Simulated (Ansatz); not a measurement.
## PbO (Massicot): spin-orbit coupling beyond the local functionals

Aim: the spin-orbit change of the gap of PbO (Massicot).

Program: Ansatz 0.2.0. Level of theory: density functionals with and without spin-orbit coupling, plane waves, PAW. Results are calculated unless marked as measured.

**Experimental background.**

- Gap 2.5 eV: literature experimental band gap; bulk crystal (literature value for beta-PbO) (quoted in “X-ray spectroscopic study of amorphous and polycrystalline PbO films, α-PbO, and β-PbO for direct conversion imaging”, 2017, pmc:5640621).

**1. Set-up**

It takes space group Pbcm (No. 57, orthorhombic). Conventional cell: a = 5.893 Å, b = 5.490 Å, c = 4.753 Å, α = 90.00°, β = 90.00°, γ = 90.00°. Nearest to Pb lie 4 O at 2.22 to 2.48 Å. Nearest to O lie 4 Pb at 2.22 to 2.48 Å. Farther neighbours and most contacts between anions are not listed.

The cell and positions come from the Crystallography Open Database and are kept as given unless a step says otherwise. Spin-orbit coupling is left out unless a step names it.

**2. HSE06, 2×2×4 mesh**

This step: DFT, HSE06, plane waves, PAW; PAW set soft_1.

input.yaml

```yaml
crystal:
  lattice:
    - [5.8931, 0.0, 0.0]
    - [0.0, 5.4904, 0.0]
    - [0.0, 0.0, 4.7528]
  atoms:
    - { symbol: Pb, position: [0.2297, 0.9884, 0.25] }
    - { symbol: Pb, position: [0.7703, 0.0116, 0.75] }
    - { symbol: Pb, position: [0.2297, 0.5116, 0.75] }
    - { symbol: Pb, position: [0.7703, 0.4884, 0.25] }
    - { symbol: O, position: [0.8653, 0.0917, 0.25] }
    - { symbol: O, position: [0.1347, 0.9083, 0.75] }
    - { symbol: O, position: [0.8653, 0.4083, 0.75] }
    - { symbol: O, position: [0.1347, 0.5917, 0.25] }
kpoints:
  mp_grid: { grid: [2, 2, 4] }
  band_path:
    path:
      - [0.0, 0.0, 0.0]
      - [0.5, 0.0, 0.0]
      - [0.5, 0.5, 0.0]
      - [0.0, 0.5, 0.0]
      - [0.0, 0.0, 0.5]
      - [0.5, 0.0, 0.5]
      - [0.5, 0.5, 0.5]
      - [0.0, 0.5, 0.5]
      - [0.5, 0.5, 0.35]
    npoints: 1
hamiltonian:
  xc: hse06
  pseudopotentials: { kind: paw, azcp: { folder: soft_1 } }
scf:
  occupations: { method: fixed }
  n_extra_bands: 6
output:
  eigenvalues: true
```

Command:

```bash
$ ansatz run input.yaml --threads 24 --pin off --max-ram 82944MiB --backend cuda --events-out ev --progress --plain --runs-dir out --devices 1 --max-vram 78GiB
```

Numbers of over 12 decimals in the logs are rounded to 6 here.

Output:

```text
scf.n_extra_bands = 6 over 40 filled bands (N_el = 80.0): the run solves 46 bands
exact exchange: scf.exx.singularity resolves to wigner_seitz, which cuts the screened interaction at the faces of the exchange supercell's Wigner-Seitz cell, so that each pair interacts once, at the shortest of its separations (the periodic images that this leaves out come, for a point-like exchange hole, to about 0.001 eV on a filled level). The cut falls within the interaction's reach, and what an exchange supercel [...]
GPUs: using 1 of 1 available (devices: 1).
Engine: ansatz 0.2.0, aarch64-unknown-linux-gnu
Pseudopotentials: kind: paw
Pseudopotential: Pb, paw, valence charge 14, recommended cutoff 420 eV (normal), soft_1/Pb.paw.azcp
Pseudopotential: O, paw, valence charge 6, recommended cutoff 420 eV (normal), soft_1/O.paw.azcp
Functional definition: HSE06
  parameter a = 0.25
  parameter omega = 0.11/bohr
  exchange = pbe_x - a*pbe_x_sr(omega) + a*exact_x_sr(omega)
  correlation = pbe_c
davidson cushion auto → on  (no smearing: the cushion is to keep the highest requested band from converging to the state above it; pin scf.eigensolver.cushion to override)
[...]
Crystal: 8 atoms, lattice volume = 153.779 Å³
Basis set: ecut = 420 eV, 3003 PW (Γ)
Bands: 46, of which v1, the nominal top of the filled ones, is band 40 counted from 1 (39 counted from 0)
Symmetry: 8 space group operations
Space group: Pbcm (ITA 57), of the structure as read, at distance tolerance 5.4e-5 Å
k-points: 12 of 16
Non-local potential: Pb, projectors of the file, l = 0: 2, l = 1: 2, l = 2: 2, l = 3: 1
Non-local potential: O, projectors of the file, l = 0: 2, l = 1: 2, l = 2: 1
PAW form: soft (Blöchl's): semilocal exchange-correlation on the pseudo side does not see the compensation charge
PAW frozen core: Pb, regenerated for the run's functional, and the local potential with it (the file was generated under x = pbe(κ = 0.804, μ = 0.219515), c = pbe(β = 0.066725))
PAW frozen core: O, regenerated for the run's functional, and the local potential with it (the file was generated under x = pbe(κ = 0.804, μ = 0.219515), c = pbe(β = 0.066725))
PAW one-centre angular grid: Pb, 590 points (default); XC on 64 Gauss nodes
PAW one-centre angular grid: O, 110 points (default); XC on 96 Gauss nodes
Initial density: superposition of atomic densities (chi_scale 0.1, normalization cell, long waves kept (reshape's long-wave potential 0.22 eV rms))
Initial wavefunctions: pseudopotential atomic-orbital guess
[...]
Functional: x = pbe(κ = 0.804, μ = 0.219515), c = pbe(β = 0.066725), warm-up for x = pbe(κ = 0.804, μ = 0.219515) + 0.25 (exact − pbe) at short range (hse, ω = 0.207870 Å⁻¹), c = pbe(β = 0.066725); HSE06 as pw.x's `hse` composes it (authors' and Libxc's form: `xc: wpbeh`)
[...]
Frozen-core exchange: fock
SCF iter   1: F=—  HF=-49916.124079 eV  |F-HF|=—  |Δ(HF+E_count)|=         —  Δρ=5.39e-5  dr2=6.12e-6  ethr=8.54e-7  ⟨swp⟩=2.0  Hψ=1224  notcnv=0
[...]
SCF iter   2: F=—  HF=-49916.124084 eV  |F-HF|=—  |Δ(HF+E_count)|=   4.97e-6  Δρ=2.63e-5  dr2=7.88e-7  ethr=5.56e-9  ⟨swp⟩=5.0  Hψ=2264  notcnv=0
SCF iter   3: F=—  HF=-49916.124085 eV  |F-HF|=—  |Δ(HF+E_count)|=   1.41e-6  Δρ=9.22e-6  dr2=1.14e-7  ethr=7.28e-10  ⟨swp⟩=4.8  Hψ=1662  notcnv=0
iter 4 solved again at ethr=7.38e-12 eV; its pass at ethr=1.17e-10 eV (dr2=5.90e-9 eV) is discarded
SCF iter   4: F=-49916.124085 eV  HF=-49916.124085 eV  |F-HF|=3.33e-9  |Δ(HF+E_count)|=   1.61e-8  Δρ=1.89e-6  dr2=1.04e-8  ethr=7.38e-12  ⟨swp⟩=4.2  Hψ=2925  notcnv=0
eigensolver tolerance schedule: the retry pair's looser diagonalisation over-reported the residual by 0.21 of it (diagonalisation noise at 0.23 of the residual, at the tolerance the schedule requests for it); recorded, not acted on — ethr = c·dr2/N_el stays at c = 1.0e-1
SCF 3 converged in 4 iterations: F = -49916.124085 eV  dr2 = 1.04e-8
hybrid outer 2: dexx = +1.340e-6 eV, tail = 5.27e-8 eV, Δε = 3.68e-3 eV (about 1.09e-4 eV left of the loop's levels)
[...]
NSCF: frozen V_eff on 9 k-points
hybrid SCF converged: 2 outer / 9 inner (+6 warm-up), last move |dexx| = 1.34e-6 eV, tail = 5.27e-8 eV
Stability not checked: this state was not tested for a lower state beside it, because the functional holds exact exchange (a hybrid, or Hartree-Fock), whose exchange loop this test does not read (fock_operator; see scf.lower_state_search)
Free energy (F): -49916.124085 eV
Frozen-core exchange: fock
Harris-Foulkes:  -49916.124085 eV  (|F-HF|=3.33e-9)
Internal energy: -49916.124085 eV  (E = F + TS)
E sigma→0 (E₀):  -49916.124085 eV
Fermi energy:    7.752105 eV
--- Per-component energies (eV) ---
  E_band       = -301.540259
  E_kinetic    = 1848.897144
  E_local      = -5960.733024  (includes V_loc(G=0)·N_el)
  E_nonlocal   = 1432.211765
  E_hartree    = 2349.770564
  E_xc         = -885.469244
  E_vxc        = -730.411794  (∫ρ·V_xc dr)
  E_exx        = -202.731775  (= α·E_x^exact, valence–valence)
  E_paw        = -42263.750020  (= ΣΔE_a)
  E_vpaw       = -1185.584179  (= ΣTr[D̂ρ^β])
  E_aug_tail   = 0.002906  (compensation charges beyond the density's cutoff)
  E_ewald      = -6235.538797
  E_core_change = 1.216397  (= ΣΔE_core)
  E_smearing   = -0.000000  (= −TS)
  E_closure    = -0.000000  (closes the sum)
  Σ components = -49916.124085   (vs F -49916.124085, Δ=0.00e0)
--- Band table (eV; the first three rows and the last of 12) ---
  k-point 0: bands = [... 36 lower, 6.1422, 6.4344, 7.2971, 7.7521, 12.1006, 12.7063, 13.3426, 14.3096, ... 2 higher]
  k-point 1: bands = [... 36 lower, 6.4910, 6.8597, 6.9175, 7.7405, 12.2678, 13.1592, 13.1663, 13.9087, ... 2 higher]
  k-point 2: bands = [... 36 lower, 6.7449, 6.7449, 7.4627, 7.4627, 12.9388, 12.9388, 13.7838, 13.7838, ... 2 higher]
  k-point 11: bands = [... 36 lower, 7.1777, 7.1777, 7.1777, 7.1777, 11.1819, 11.1819, 11.1819, 11.1819, ... 2 higher]
```

It took 5.2 s on 1 × NVIDIA GB200 (shared by 2 runs) with 24 threads of Arm Neoverse V2, shared host; peak memory 1.5 GiB; 23 s of CPU time.

Reading the cycles: dr2 is the Hartree energy of the density residual (eV), the measure of convergence; HF is the Harris–Foulkes estimate of the energy, which meets the free energy F at convergence.

Numbers from this step:

```
gap                     : 3.006 eV
valence top at          : Γ
conduction bottom at    : k = (0.500, 0.500, 0.350)
least direct gap        : 3.316 eV
exact-exchange fraction : 0.25
```

The gap is indirect, with the least direct gap 0.31 eV higher.

**3. HSE06+SOC, 2×2×4 mesh**

Spin-orbit coupling can split or shift the edges; a non-collinear run measures by how much.

This step: DFT, HSE06 with spin-orbit coupling, plane waves, PAW; PAW set soft_1.

input.yaml: that of step 2 with these lines changed.

```diff
@@ -30,6 +30,9 @@
   xc: hse06
-  pseudopotentials: { kind: paw, azcp: { folder: soft_1 } }
+  pseudopotentials: { kind: paw_fr, azcp: { folder: soft_1 } }
 scf:
   occupations: { method: fixed }
-  n_extra_bands: 6
+  n_extra_bands: 12
+magnetization:
+  noncollinear: true
+  spin_orbit: true
 output:
```

Output:

```text
[...]
GPUs: using 1 of 1 available (devices: 1).
[...]
non-collinear run that drives no moment, with spin-orbit: no starting moment large enough to seed its density (crystal.atoms[].spin), no starting occupations that ask for one, no magnetisation constraint and no magnetic field, so the semilocal B_xc is pinned to zero
[...]
Crystal: 8 atoms, lattice volume = 153.779 Å³
Basis set: ecut = 420 eV, 3003 PW (Γ)
Bands: 92, of which v1, the nominal top of the filled ones, is band 80 counted from 1 (79 counted from 0)
Symmetry: 8 space group operations + 8 with time reversal
[...]
k-points: 12 of 16
Projection manifold: j_resolved (fully-relativistic pseudo-atomic orbitals)
[...]
hybrid outer 1: dexx = +3.949e-2 eV, tail = 1.25e-4 eV
[...]
SCF 3 converged in 5 iterations: F = -49958.286475 eV  dr2 = 2.90e-8
[...]
site 5: m = (+0.0000, +0.0000, +0.0000) μB, |m| = 0.0000 μB  (R = 0.92 Å)
  site 6: m = (+0.0000, +0.0000, +0.0000) μB, |m| = 0.0000 μB  (R = 0.92 Å)
  site 7: m = (+0.0000, +0.0000, +0.0000) μB, |m| = 0.0000 μB  (R = 0.92 Å)
Free energy (F): -49958.286475 eV
Frozen-core exchange: fock
[...]
Internal energy: -49958.286475 eV  (E = F + TS)
E sigma→0 (E₀):  -49958.286475 eV
Fermi energy:    7.694377 eV
[...]
--- Band table (eV; the first three rows and the last of 12) ---
[...]
```

The job ended after 14 s (1 × NVIDIA GB200 (shared by 2 runs) with 24 threads; peak memory 2.2 GiB).

This step gave:

```
gap                     : 2.888 eV
valence top at          : Γ
conduction bottom at    : k = (0.500, 0.500, 0.350)
least direct gap        : 3.208 eV
exact-exchange fraction : 0.25
```

The gap stands −0.12 eV against HSE06.

**4. Together**

Times are wall times on 1 × NVIDIA GB200 (shared by 2 runs) with 24 threads of Arm Neoverse V2, shared host, good to a factor of about two.

| level | gap (eV) | with coupling (eV) | change (eV) | time | with coupling |
| --- | --- | --- | --- | --- | --- |
| HSE06 | 3.01 | 2.89 | −0.12 | 5.2 s | 14 s |

**5. What came out**

```yaml
hse06: 3.01 eV
hse06_soc: 2.89 eV
```

What this shows: Spin-orbit coupling changes the gap by −0.12 eV and the least direct gap by −0.11 eV. Against experiment, by HSE06+SOC: the gap of 2.89 eV lies +0.39 eV from the measured 2.5 eV (kind not stated, quoted 2017). The lattice is static and excitons are left out.

[Paths, hosts, dates, memory and timing lines, banners, echoed tables and standing remarks are left out of the program output.]

[Logs are printed without paths, hosts, clocks, repeated set-up lines and the standing remarks that a program may print on its own settings, such as how far it seeks lower states.]

[Runs of the session that timed out or met a known fault of the program may be left out.]

[Cells called generated may have been cut or substituted from an entry of the Crystallography Open Database or the Materials Project.]

[Hosts, paths, dates, database ids (printed as entryN), source tags and the programs' standing remarks are cut or masked in the printed files.]
